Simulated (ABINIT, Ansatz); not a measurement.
### How the form of the self-energy moves the gap of LiBiB2O6 (R-3)

Symmetry: R-3, No. 148, trigonal system. The conventional cell has a = 4.879 Å, b = 4.879 Å, c = 15.675 Å, α = 90.00°, β = 90.00°, γ = 120.00°. Nearest to Li lie 6 O at 2.22 Å. Nearest to B lie 3 O at 1.38 Å. Nearest to Bi lie 6 O at 2.17 Å. O has 1 B at 1.38 Å and 1 Bi at 2.17 Å and 1 Li at 2.22 Å nearest. Farther neighbours, and contacts between anions beyond the nearest, are not listed.

* method: RPA screening on LDA, plane waves, norm-conserving pseudopotentials (and 4 further levels or steps)
* program: ABINIT 10.8.3
* settings: cutoff 36 Ha, PseudoDojo scalar-relativistic 0.4.1 standard, norm-conserving, ngkpt (2, 2, 2), nband 101, ecuteps 4.2 Ha, gwcalctyp 2, nfreqre 16, nfreqim 8, inclvkb 2, freqremax 40 eV, spmeth 1, nomegasf 120, shiftk (0, 0, 0), frequency cd, 2×2×2 k-mesh
* cost: 9 runs, 4 min in all on 4 MPI ranks of Arm Neoverse V1, shared host
* notes: The program’s warnings: Min real frequency set to default [Ha] =. The cell and positions are those that the Materials Project relaxed with its own functionals (PBE, PBE+U or r2SCAN), kept fixed. Limits: no spin-orbit coupling. Static COHSEX lies above G0W0: it lacks the factor Z and overstates the Coulomb hole of the filled states. The 2×2×2 mesh is coarse for this cell, which bears on the long-range parts of exchange and screening. The norm-conserving file of at least one element keeps a d shell over frozen s and p shells of the same row. Exchange with those shells is missing from the self-energy, an error of 0.3 to 0.9 eV in cases checked, whose sign depends on which edge lies on those atoms.
* G0W0, Godby-Needs plasmon pole: 2.490 eV
* G0W0, Hybertsen-Louie plasmon pole: 2.724 eV
* G0W0, von der Linden-Horsch plasmon pole: 2.602 eV
* one-shot COHSEX: 2.972 eV
* one-shot Hartree-Fock: 8.499 eV
* G0W0, contour deformation: 2.320 eV
* known limits: short of the basis limit; exchange with frozen shells missing; no spin-orbit coupling; coarse k mesh

G0W0, Hybertsen-Louie plasmon pole: +0.234 eV against G0W0, Godby-Needs plasmon pole. G0W0, von der Linden-Horsch plasmon pole: +0.112 eV against G0W0, Godby-Needs plasmon pole.

[Paths, hosts, dates, memory and timing lines, banners, echoed tables and standing remarks are left out of the program output; an Ansatz launch command may be rebuilt from the run's recorded settings. Measured values are a selection of at most five: reports struck by readers or far from the other reports are left out. None is set beside runs whose start may be inverted or whose files or cutoffs have a known fault.]

[Runs of the session that timed out or met a known fault of the program may be left out.]

[Hosts, paths, dates, database ids (printed as entryN), source tags and the programs' standing remarks are cut or masked in the printed files.]

[G0W0 gaps are taken among the corrected bands and points alone; a level outside them can change the order at an edge.]

[Where Ansatz stands beside ABINIT at settings called matched, ABINIT's density can come from a denser mesh and the files from another edition; pairs whose starting gaps differed by over 0.03 eV were left out, so agreement reads better than it is.]
